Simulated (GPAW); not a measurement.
# Near-edge structure at the Cu K edge of CuSe (P4/nmm)

How does the Cu K edge of CuSe (P4/nmm) move when the bonds are compressed or stretched?

Program: GPAW 26.7.0. Level of theory: X-ray absorption from dipole matrix elements to empty bands, plane-wave PAW LDA. Results are calculated unless marked as measured.

Report form: the programs' logs are mostly left out.

### 1. The starting structure

The structure is tetragonal, space group P4/nmm (No. 129). The conventional cell has a = 3.775 Å, b = 3.775 Å, c = 5.438 Å, α = 90.00°, β = 90.00°, γ = 90.00°. Se has 4 Cu at 2.41 Å nearest. Nearest to Cu lie 4 Se at 2.41 Å and 4 Cu at 2.67 Å. Farther neighbours and most contacts between anions are not listed.

As a file:

```
Se Cu
1.0
     3.77458    0.00000    0.00000
     0.00000    3.77458    0.00000
     0.00000    0.00000    5.43834
Se Cu
2 2
Direct
  0.00000 0.50000 0.27700
  0.50000 0.00000 0.72300
  0.50000 0.50000 0.00000
  0.00000 0.00000 0.00000
```

### 2. Ground state of the crystal

The ground state comes first: it tells whether the system has a gap, which decides how the excited electron is treated.

Contents of scf.py:

```python
import numpy as np
from ase import Atoms
from ase.parallel import parprint, paropen
from gpaw import GPAW, PW, FermiDirac, Mixer, MixerDif, setup_paths
from gpaw.test import gen
setup_paths.insert(0, '.')
gen('Cu', name='nch1s', xcname='LDA', corehole=(1, 0, 0), write_xml=True)
from gpaw.mpi import world
world.barrier()

atoms = Atoms('Se2Cu2',
    cell=[[3.77457995, 0, 0],
     [0, 3.77457995, 0],
     [0, 0, 5.43834287]],
    scaled_positions=[[0, 0.5, 0.27700358],
     [0.5, 0, 0.72299642],
     [0.5, 0.5, 0],
     [0, 0, 0]],
    pbc=True)
atoms.calc = calc = GPAW(legacy_gpaw=True, mode=PW(430, force_complex_dtype=True), xc='LDA', setups={2: 'nch1s'},
    kpts={'size': (7, 7, 5), 'gamma': True}, occupations=FermiDirac(0.05),
    charge=0, mixer=Mixer(0.1, 5, 50), maxiter=150,
    convergence={'density': 0.0001, 'eigenstates': 1e-6}, txt='scf.txt')
energy = atoms.get_potential_energy() + calc.get_reference_energy()
ef = calc.get_fermi_level()
out = dict(energy=energy, fermi=ef, forces=atoms.get_forces().tolist())
parprint(f'all-electron energy {energy:.4f} eV, Fermi level {ef:.4f} eV')
ev = np.array([[calc.get_eigenvalues(k, s) for k in range(len(calc.get_ibz_k_points()))] for s in range(calc.get_number_of_spins())])
out['homo'], out['lumo'], out['counts'] = ev[ev < ef].max(), ev[ev > ef].min(), sorted(set((ev < ef).sum((0, 2)).tolist()))
out['filled'] = (ev[:, 0] < ef).sum(1).tolist()
import json
with paropen('out.json', 'w') as f:
    json.dump(out, f)
```

Run with:

```
$ OMP_NUM_THREADS=1 mpirun -n 4 gpaw python scf.py
```

It took 7.9 s on 4 MPI ranks of Arm Neoverse V2, shared host; peak memory 0.18 GiB.

The mesh shows no gap, so the system is treated as a metal and the core electron is put at the Fermi level (neutral cell).

### 3. Reference energy of the supercell

The photon energy needs a difference of total energies, so the cell and mesh of the coming hole run are first run without a hole.

scf.py, as its differences from that of step 2:

```diff
@@ -10,13 +10,25 @@
 
-atoms = Atoms('Se2Cu2',
-    cell=[[3.77457995, 0, 0],
-     [0, 3.77457995, 0],
-     [0, 0, 5.43834287]],
-    scaled_positions=[[0, 0.5, 0.27700358],
-     [0.5, 0, 0.72299642],
-     [0.5, 0.5, 0],
-     [0, 0, 0]],
+atoms = Atoms('Se8Cu8',
+    cell=[[0, 7.5491599, 0],
+     [-7.5491599, 0, 0],
+     [3.77457995, 3.77457995, 5.43834287]],
+    scaled_positions=[[0.11149821, 0.13850179, 0.27700358],
+     [0.11149821, 0.63850179, 0.27700358],
+     [0.61149821, 0.13850179, 0.27700358],
+     [0.61149821, 0.63850179, 0.27700358],
+     [0.63850179, 0.11149821, 0.72299642],
+     [0.63850179, 0.61149821, 0.72299642],
+     [0.13850179, 0.11149821, 0.72299642],
+     [0.13850179, 0.61149821, 0.72299642],
+     [0.25, 0.75, 0],
+     [0.25, 0.25, 0],
+     [0.75, 0.75, 0],
+     [0.75, 0.25, 0],
+     [0, 0, 0],
+     [0, 0.5, 0],
+     [0.5, 0, 0],
+     [0.5, 0.5, 0]],
     pbc=True)
-atoms.calc = calc = GPAW(legacy_gpaw=True, mode=PW(430, force_complex_dtype=True), xc='LDA', setups={2: 'nch1s'},
-    kpts={'size': (7, 7, 5), 'gamma': True}, occupations=FermiDirac(0.05),
+atoms.calc = calc = GPAW(legacy_gpaw=True, mode=PW(430, force_complex_dtype=True), xc='LDA', setups={8: 'nch1s'},
+    kpts={'size': (3, 3, 3), 'gamma': True}, occupations=FermiDirac(0.1),
     charge=0, mixer=Mixer(0.1, 5, 50), maxiter=150,
```

Run time: 46 s. Hardware: 4 MPI ranks; peak memory 0.29 GiB; 3.1 min of CPU time.

Reference energy: -887817.067 eV with the cores included.

### 4. Spectrum with XCH, Cu atom 3

The holes are 7.5 Å apart. In GPAW the data set carries the hole's charge, so charge=0 means a charged cell and charge=-1 a neutral one. The excited electron is kept in the cell, where it fills the lowest empty states and screens the hole. After the field has converged, empty bands are computed with the density fixed and the dipole matrix elements are summed.

The absorber has 4 Se at 2.41 Å (tetrahedral, site symmetry -4m2).

Contents of xas.py:

```python
import numpy as np
from ase import Atoms
from ase.parallel import parprint, paropen
from gpaw import GPAW, PW, FermiDirac, Mixer, MixerDif, setup_paths
from gpaw.test import gen
setup_paths.insert(0, '.')
gen('Cu', name='fch1s', xcname='LDA', corehole=(1, 0, 1), write_xml=True)
from gpaw.mpi import world
world.barrier()

atoms = Atoms('Se8Cu8',
    cell=[[0, 7.5491599, 0],
     [-7.5491599, 0, 0],
     [3.77457995, 3.77457995, 5.43834287]],
    scaled_positions=[[0.11149821, 0.13850179, 0.27700358],
     [0.11149821, 0.63850179, 0.27700358],
     [0.61149821, 0.13850179, 0.27700358],
     [0.61149821, 0.63850179, 0.27700358],
     [0.63850179, 0.11149821, 0.72299642],
     [0.63850179, 0.61149821, 0.72299642],
     [0.13850179, 0.11149821, 0.72299642],
     [0.13850179, 0.61149821, 0.72299642],
     [0.25, 0.75, 0],
     [0.25, 0.25, 0],
     [0.75, 0.75, 0],
     [0.75, 0.25, 0],
     [0, 0, 0],
     [0, 0.5, 0],
     [0.5, 0, 0],
     [0.5, 0.5, 0]],
    pbc=True)
atoms.calc = calc = GPAW(legacy_gpaw=True, mode=PW(430, force_complex_dtype=True), xc='LDA', setups={8: 'fch1s'},
    kpts={'size': (3, 3, 3), 'gamma': True}, occupations=FermiDirac(0.1),
    charge=-1, mixer=Mixer(0.1, 5, 50), maxiter=150,
    convergence={'density': 0.0001, 'eigenstates': 1e-6}, txt='scf.txt')
energy = atoms.get_potential_energy() + calc.get_reference_energy()
ef = calc.get_fermi_level()
out = dict(energy=energy, fermi=ef, forces=atoms.get_forces().tolist())
parprint(f'all-electron energy {energy:.4f} eV, Fermi level {ef:.4f} eV')
ev = np.array([[calc.get_eigenvalues(k, s) for k in range(len(calc.get_ibz_k_points()))] for s in range(calc.get_number_of_spins())])
out['homo'], out['lumo'], out['counts'] = ev[ev < ef].max(), ev[ev > ef].min(), sorted(set((ev < ef).sum((0, 2)).tolist()))
out['filled'] = (ev[:, 0] < ef).sum(1).tolist()

from ase.units import Ha
from gpaw.xas import dipole_matrix_elements
nb = int(calc.get_number_of_electrons() / 2) + 187
top, nb = nb, nb + 8 + nb // 12
nscf = calc.fixed_density(kpts={'size': (3, 3, 3), 'gamma': True}, nbands=nb,
    convergence={'bands': top, 'eigenstates': 1e-5}, maxiter=60, txt='nscf.txt')
cell = atoms.cell.array
ops = [cell.T @ U.T @ np.linalg.inv(cell.T) for U in nscf.wfs.kd.symmetry.op_scc]
E = np.arange(-6, 34, 0.1)
fwhm = np.interp(E, [4, 25], [1.55, 3.5])
Y, X, zero, highest = 0, 0, 1e9, 1e9
for spin in range(nscf.get_number_of_spins()):
    wfs = nscf.wfs
    A = dipole_matrix_elements(wfs.setups[8])
    eps = np.zeros((wfs.kd.nibzkpts, nb))
    d = np.zeros((3, A.shape[1], wfs.kd.nibzkpts, nb), complex)
    for kpt in wfs.kpt_u:
        if kpt.s == spin and 8 in kpt.P_ani:
            eps[kpt.k] = kpt.eps_n * Ha
            d[:, :, kpt.k] = (kpt.weight * wfs.nspins / 2) ** 0.5 * np.inner(A, kpt.P_ani[8])
    world.sum(eps)
    world.sum(d)
    T = np.einsum('amkn,bmkn->abkn', d, d.conj()).real
    T = sum(np.einsum('ai,ijkn,bj->abkn', R, T, R) for R in ops) / len(ops)
    empty = eps > ef
    zero, highest = min(zero, eps[empty].min()), min(highest, eps[:, top - 1].min())
    lines = [(eps, T, empty)] if spin == 0 else lines + [(eps, T, empty)]
for eps, T, empty in lines:
    f = np.einsum('aakn->akn', T).reshape(3, -1)
    x = eps.ravel() - zero
    w = np.interp(x, E, fwhm) / 2.35482
    g = np.exp(-0.5 * ((E[:, None] - x) / w) ** 2) / (w * (2 * np.pi) ** 0.5)
    Y = Y + (f * empty.ravel()) @ g.T
    X = X + (f * ~empty.ravel()) @ g.T
out.update(E=E.round(2).tolist(), xas=Y.tolist(), xes=X.tolist(), zero=zero, valid=highest - zero, nk=len(eps), nb=nb)
for i in range(0, len(E), 10):
    parprint(f'{E[i]:7.2f}', *(f'{v:10.3e}' for v in Y[:, i]))
import json
with paropen('out.json', 'w') as f:
    json.dump(out, f)
```

Run with:

```
$ OMP_NUM_THREADS=1 mpirun -n 4 gpaw python xas.py
```

The job ended after 3.6 min (4 MPI ranks; peak memory 0.45 GiB).

The Cu K spectrum, Cu atom 3, excited-electron core hole (neutral cell) (energy from the lowest empty level; intensity scaled to a mean of 1 over the first 20 eV; polarised curves are means over the symmetry-equivalent atoms):

```tsv
E (eV)	isotropic	ε ⊥ c	ε ∥ c
-2.00	0.00	0.00	0.00
-1.25	0.00	0.00	0.01
-0.50	0.03	0.03	0.04
0.25	0.06	0.05	0.07
1.00	0.04	0.03	0.04
1.75	0.01	0.01	0.01
2.50	0.04	0.05	0.03
3.25	0.23	0.26	0.16
4.00	0.54	0.60	0.43
4.75	0.83	0.88	0.72
5.50	1.14	1.18	1.07
6.25	1.53	1.59	1.40
7.00	1.75	1.80	1.64
7.75	1.52	1.44	1.69
8.50	1.20	1.03	1.54
9.25	1.12	0.93	1.51
10.00	1.23	1.05	1.59
10.75	1.26	1.17	1.43
11.50	1.17	1.18	1.13
12.25	1.11	1.15	1.03
13.00	1.21	1.24	1.16
13.75	1.35	1.40	1.26
14.50	1.39	1.49	1.21
15.25	1.30	1.43	1.05
16.00	1.16	1.28	0.94
16.75	1.07	1.15	0.90
17.50	1.05	1.10	0.93
18.25	1.09	1.14	1.01
19.00	1.17	1.19	1.11
19.75	1.21	1.21	1.22
20.50	1.21	1.18	1.27
21.25	1.15	1.11	1.23
22.00	1.06	1.02	1.12
22.75	0.96	0.94	1.00
23.50	0.90	0.90	0.92
24.25	0.91	0.91	0.91
25.00	0.96	0.96	0.95
25.75	1.01	1.00	1.02
26.50	1.04	1.02	1.08
27.25	1.04	1.01	1.11
28.00	1.02	0.98	1.10
28.75	0.98	0.94	1.05
29.50	0.95	0.91	1.01
30.25	0.95	0.92	1.01
31.00	1.00	0.98	1.04
31.75	1.06	1.06	1.07
```

Main maxima below 30 eV (height): 7.0 eV (1.75), 10.6 eV (1.27), 14.4 eV (1.40), 20.0 eV (1.22) and 27.0 eV (1.05). A K edge sees empty p states on the absorber.

The total-energy difference is 8990.85 eV. One term is added: -29.79 eV, since the hole is spin-paired here and a spin-polarised one costs that much less in the free atom (computed apart). The photon energy is then 8961.06 eV. The tabulated edge of the element is 8979 eV. The functional leaves an error in such absolute values: in the free atom LDA prices this hole 18.3 eV below PBE (computed apart), and PBE is itself good to a few eV.

### 5. Supercell without a hole, the energy reference

The cell changes for the next run, so it gets a reference energy of its own.

The cell differs from the one that the last finished run ended in (a 7.549 → 7.316 Å, b 7.549 → 7.316 Å, c 7.620 → 7.385 Å).

scf.py, as its differences from that of step 3:

```diff
@@ -11,5 +11,5 @@
 atoms = Atoms('Se8Cu8',
-    cell=[[0, 7.5491599, 0],
-     [-7.5491599, 0, 0],
-     [3.77457995, 3.77457995, 5.43834287]],
+    cell=[[0, 7.31552932, 0],
+     [-7.31552932, 0, 0],
+     [3.65776466, 3.65776466, 5.27003762]],
     scaled_positions=[[0.11149821, 0.13850179, 0.27700358],
```

Run with:

```
$ OMP_NUM_THREADS=1 mpirun -n 4 gpaw python scf.py
```

It took 38 s on 4 MPI ranks; peak memory 0.27 GiB.

Reference energy: -887817.143 eV with the cores included.

### 6. Spectrum with XCH, Cu atom 3

Shorter bonds are expected to push antibonding states and scattering resonances up, and longer ones down; the cell is scaled to test that.

Changed against the first core-hole run: volume scale from 1 to 0.91.

xas.py, as its differences from that of step 4:

```diff
@@ -11,5 +11,5 @@
 atoms = Atoms('Se8Cu8',
-    cell=[[0, 7.5491599, 0],
-     [-7.5491599, 0, 0],
-     [3.77457995, 3.77457995, 5.43834287]],
+    cell=[[0, 7.31552932, 0],
+     [-7.31552932, 0, 0],
+     [3.65776466, 3.65776466, 5.27003762]],
     scaled_positions=[[0.11149821, 0.13850179, 0.27700358],
@@ -45,3 +45,3 @@
 from gpaw.xas import dipole_matrix_elements
-nb = int(calc.get_number_of_electrons() / 2) + 187
+nb = int(calc.get_number_of_electrons() / 2) + 170
 top, nb = nb, nb + 8 + nb // 12
```

Run with:

```
$ OMP_NUM_THREADS=1 mpirun -n 4 gpaw python xas.py
```

It took 2.8 min on 4 MPI ranks; peak memory 0.4 GiB; 11 min of CPU time.

```tsv
E (eV)	first run	this run
-2.0	0.00	0.00
-1.0	0.01	0.01
0.0	0.05	0.06
1.0	0.04	0.05
2.0	0.01	0.01
3.0	0.14	0.13
4.0	0.54	0.54
5.0	0.92	0.87
6.0	1.40	1.30
7.0	1.75	1.74
8.0	1.40	1.49
9.0	1.12	1.10
10.0	1.23	1.16
11.0	1.24	1.30
12.0	1.11	1.16
13.0	1.21	1.09
14.0	1.38	1.28
15.0	1.34	1.43
16.0	1.16	1.35
17.0	1.05	1.17
18.0	1.07	1.04
19.0	1.17	1.07
20.0	1.22	1.21
21.0	1.18	1.30
22.0	1.06	1.26
23.0	0.93	1.12
24.0	0.90	0.97
25.0	0.96	0.93
26.0	1.02	0.99
27.0	1.05	1.07
28.0	1.02	1.10
29.0	0.96	1.07
30.0	0.94	1.01
31.0	1.00	0.95
32.0	1.08	0.98
```

The scaled spectrum changes by 9 % r.m.s. The highest intensity below 24 eV goes from 7.0 eV (1.75) to 7.2 eV (1.75).

The photon energy of the zero moves by +0.30 eV.

### 7. Supercell without a hole, the energy reference

The cell differs from the one that the last finished run ended in (a 7.316 → 7.395 Å, b 7.316 → 7.395 Å, c 7.385 → 7.465 Å).

scf.py, as its differences from that of step 5:

```diff
@@ -11,5 +11,5 @@
 atoms = Atoms('Se8Cu8',
-    cell=[[0, 7.31552932, 0],
-     [-7.31552932, 0, 0],
-     [3.65776466, 3.65776466, 5.27003762]],
+    cell=[[0, 7.39505217, 0],
+     [-7.39505217, 0, 0],
+     [3.69752609, 3.69752609, 5.32732513]],
     scaled_positions=[[0.11149821, 0.13850179, 0.27700358],
```

Run with:

```
$ OMP_NUM_THREADS=1 mpirun -n 4 gpaw python scf.py
```

Run time: 52 s. Hardware: 4 MPI ranks; peak memory 0.34 GiB; 3.5 min of CPU time.

Reference energy: -887817.292 eV with the cores included.

### 8. Spectrum with XCH, Cu atom 3

Changed against the first core-hole run: volume scale from 1 to 0.94.

xas.py, as its differences from that of step 6:

```diff
@@ -11,5 +11,5 @@
 atoms = Atoms('Se8Cu8',
-    cell=[[0, 7.31552932, 0],
-     [-7.31552932, 0, 0],
-     [3.65776466, 3.65776466, 5.27003762]],
+    cell=[[0, 7.39505217, 0],
+     [-7.39505217, 0, 0],
+     [3.69752609, 3.69752609, 5.32732513]],
     scaled_positions=[[0.11149821, 0.13850179, 0.27700358],
@@ -45,3 +45,3 @@
 from gpaw.xas import dipole_matrix_elements
-nb = int(calc.get_number_of_electrons() / 2) + 170
+nb = int(calc.get_number_of_electrons() / 2) + 176
 top, nb = nb, nb + 8 + nb // 12
```

Run with:

```
$ OMP_NUM_THREADS=1 mpirun -n 4 gpaw python xas.py
```

The job ended after 4.1 min (4 MPI ranks; peak memory 0.56 GiB; 16 min of CPU time).

```tsv
E (eV)	first run	this run
-2.0	0.00	0.00
-1.0	0.01	0.01
0.0	0.05	0.06
1.0	0.04	0.04
2.0	0.01	0.01
3.0	0.14	0.13
4.0	0.54	0.54
5.0	0.92	0.89
6.0	1.40	1.34
7.0	1.75	1.74
8.0	1.40	1.46
9.0	1.12	1.10
10.0	1.23	1.19
11.0	1.24	1.29
12.0	1.11	1.13
13.0	1.21	1.12
14.0	1.38	1.33
15.0	1.34	1.42
16.0	1.16	1.29
17.0	1.05	1.11
18.0	1.07	1.04
19.0	1.17	1.11
20.0	1.22	1.24
21.0	1.18	1.28
22.0	1.06	1.19
23.0	0.93	1.04
24.0	0.90	0.93
25.0	0.96	0.94
26.0	1.02	1.01
27.0	1.05	1.07
28.0	1.02	1.08
29.0	0.96	1.03
30.0	0.94	0.97
31.0	1.00	0.95
32.0	1.08	1.02
```

The scaled spectrum changes by 6 % r.m.s. The highest intensity below 24 eV goes from 7.0 eV (1.75) to 7.2 eV (1.75).

The photon energy of the zero moves by +0.19 eV.

### 9. Reference energy of the supercell

The cell differs from the one that the last finished run ended in (a 7.395 → 7.473 Å, b 7.395 → 7.473 Å, c 7.465 → 7.543 Å).

scf.py, as its differences from that of step 7:

```diff
@@ -11,5 +11,5 @@
 atoms = Atoms('Se8Cu8',
-    cell=[[0, 7.39505217, 0],
-     [-7.39505217, 0, 0],
-     [3.69752609, 3.69752609, 5.32732513]],
+    cell=[[0, 7.47290055, 0],
+     [-7.47290055, 0, 0],
+     [3.73645027, 3.73645027, 5.38340636]],
     scaled_positions=[[0.11149821, 0.13850179, 0.27700358],
```

Run with:

```
$ OMP_NUM_THREADS=1 mpirun -n 4 gpaw python scf.py
```

Run time: 55 s. Hardware: 4 MPI ranks; peak memory 0.35 GiB; 3.6 min of CPU time.

Reference energy: -887817.255 eV with the cores included.

### 10. Spectrum with XCH, Cu atom 3

Changed against the first core-hole run: volume scale from 1 to 0.97.

xas.py, as its differences from that of step 8:

```diff
@@ -11,5 +11,5 @@
 atoms = Atoms('Se8Cu8',
-    cell=[[0, 7.39505217, 0],
-     [-7.39505217, 0, 0],
-     [3.69752609, 3.69752609, 5.32732513]],
+    cell=[[0, 7.47290055, 0],
+     [-7.47290055, 0, 0],
+     [3.73645027, 3.73645027, 5.38340636]],
     scaled_positions=[[0.11149821, 0.13850179, 0.27700358],
@@ -45,3 +45,3 @@
 from gpaw.xas import dipole_matrix_elements
-nb = int(calc.get_number_of_electrons() / 2) + 176
+nb = int(calc.get_number_of_electrons() / 2) + 181
 top, nb = nb, nb + 8 + nb // 12
```

Run with:

```
$ OMP_NUM_THREADS=1 mpirun -n 4 gpaw python xas.py
```

Run time: 4.3 min. Hardware: 4 MPI ranks; peak memory 0.58 GiB.

```tsv
E (eV)	first run	this run
-2.0	0.00	0.00
-1.0	0.01	0.01
0.0	0.05	0.06
1.0	0.04	0.04
2.0	0.01	0.01
3.0	0.14	0.14
4.0	0.54	0.54
5.0	0.92	0.90
6.0	1.40	1.37
7.0	1.75	1.75
8.0	1.40	1.43
9.0	1.12	1.11
10.0	1.23	1.21
11.0	1.24	1.26
12.0	1.11	1.12
13.0	1.21	1.17
14.0	1.38	1.37
15.0	1.34	1.39
16.0	1.16	1.22
17.0	1.05	1.07
18.0	1.07	1.05
19.0	1.17	1.15
20.0	1.22	1.24
21.0	1.18	1.23
22.0	1.06	1.12
23.0	0.93	0.98
24.0	0.90	0.91
25.0	0.96	0.95
26.0	1.02	1.02
27.0	1.05	1.06
28.0	1.02	1.05
29.0	0.96	0.99
30.0	0.94	0.95
31.0	1.00	0.97
32.0	1.08	1.06
```

Against the first run the r.m.s. difference is 3 %. The highest intensity below 24 eV stays at 7.0 eV.

The photon energy of the zero moves by +0.09 eV.

### 11. The volumes side by side

```tsv
volume	nearest distance (Å)	shift of the zero (eV)	maximum 1 (eV above own zero)	maximum 2 (eV above own zero)	maximum 3 (eV above own zero)	maximum 4 (eV above own zero)
0.91	2.340	+0.30	7.2	11.0	15.2	21.2
0.94	2.365	+0.19	7.2	10.8	14.8	20.8
0.97	2.390	+0.09	7.0	10.6	14.6	20.4
1	2.415	+0.00	7.0	10.6	14.4	20.0
```

The curves, each shifted by its zero's change so that they share one photon-energy axis, counted from the zero at V × 1:

```tsv
E (eV)	V × 0.91	V × 0.94	V × 0.97	V × 1
-2.0	0.00	0.00	0.00	0.00
-1.0	0.00	0.01	0.01	0.01
0.0	0.05	0.05	0.05	0.05
1.0	0.06	0.06	0.05	0.04
2.0	0.02	0.01	0.01	0.01
3.0	0.06	0.09	0.11	0.14
4.0	0.41	0.46	0.50	0.54
5.0	0.78	0.82	0.87	0.92
6.0	1.15	1.24	1.32	1.40
7.0	1.65	1.71	1.73	1.75
8.0	1.63	1.56	1.47	1.40
9.0	1.18	1.13	1.12	1.12
10.0	1.11	1.15	1.19	1.23
11.0	1.28	1.29	1.27	1.24
12.0	1.23	1.17	1.13	1.11
13.0	1.08	1.10	1.15	1.21
14.0	1.21	1.29	1.35	1.38
15.0	1.41	1.42	1.40	1.34
16.0	1.39	1.32	1.24	1.16
17.0	1.23	1.14	1.08	1.05
18.0	1.07	1.04	1.05	1.07
19.0	1.05	1.09	1.13	1.17
20.0	1.16	1.22	1.23	1.22
21.0	1.29	1.28	1.23	1.18
22.0	1.29	1.22	1.13	1.06
23.0	1.17	1.07	0.99	0.93
24.0	1.01	0.94	0.91	0.90
25.0	0.93	0.93	0.94	0.96
26.0	0.97	0.99	1.01	1.02
27.0	1.05	1.06	1.06	1.05
28.0	1.09	1.08	1.05	1.02
29.0	1.09	1.05	1.00	0.96
30.0	1.03	0.98	0.95	0.94
31.0	0.96	0.95	0.97	1.00
32.0	0.96	1.00	1.05	1.08
```

### 12. Results

```json
{
 "absorber and edge": "Cu K, atom 3 of the ground-state input (counted from 1)",
 "surroundings": "4 Se at 2.41 Å (tetrahedral, site symmetry -4m2)",
 "highest intensity below 24 eV": "7.0 eV above the zero, height 1.75",
 "photon energy of the zero, with the added terms": "8961.1 eV (raw 8990.9 eV; LDA puts this hole about 18 eV below PBE, itself good to a few eV)"
}
```

In words: From V × 0.91 to V × 1 the nearest distance grows by 0.075 Å and the zero moves by -0.30 eV. Above their own zero, the maxima move from 7.2 to 7.0 eV, from 11.0 to 10.6 eV, from 15.2 to 14.4 eV and from 21.2 to 20.0 eV. The one highest in energy moves most, in the direction that the rule ΔE·R² ≈ constant for scattering resonances gives. The Cu K edge of atom 3, with 4 Se at 2.41 Å (tetrahedral, site symmetry -4m2), has its highest intensity of the first 24 eV at 7.0 eV above the zero, near 8968 eV in photon energy (LDA puts this hole about 18 eV below PBE, itself good to a few eV), 1.7 times the mean level of the first 20 eV (Gaussian full width 1.55 eV up to 4 eV, rising linearly to 3.5 eV at 25 eV). At the Cu K edge of atom 3 polarisation matters most near 9.6 eV, where the curves differ by 0.6 on this scale. The script folds with a Gaussian, whereas the core hole's own line is a Lorentzian, so the onset is too steep and the first peak too high. The unit cell's mesh shows no gap over 0.35 eV. That is right for a metallic compound; for a small-gap or correlated insulator it would be the fault of the functional or of the assumed magnetic order, and the hole would be screened too well. The mesh is coarse (0.39 Å⁻¹ between points), so small maxima may be mesh ripples. Lifetime broadening is put in by hand, and intensities beyond about 20 eV depend on it and on the partial waves. The structure is a computed Materials Project entry and may be a hypothetical form.

[Logs are printed without paths, hosts, clocks, repeated set-up lines and the standing remarks that a program may print on its own settings, such as how far it seeks lower states.]

[Hosts, paths, dates, database ids (printed as entryN), source tags and the programs' standing remarks are cut or masked in the printed files.]

[Lists of maxima count a maximum above −3 eV only where it reaches 4 % of the highest in the window and stands out from its surroundings by 2 % of it (1.5 % where it reaches 55 %); shoulders and weaker maxima are passed over, and of the rest the first, up to two pre-edge ones and the few strongest are named.]
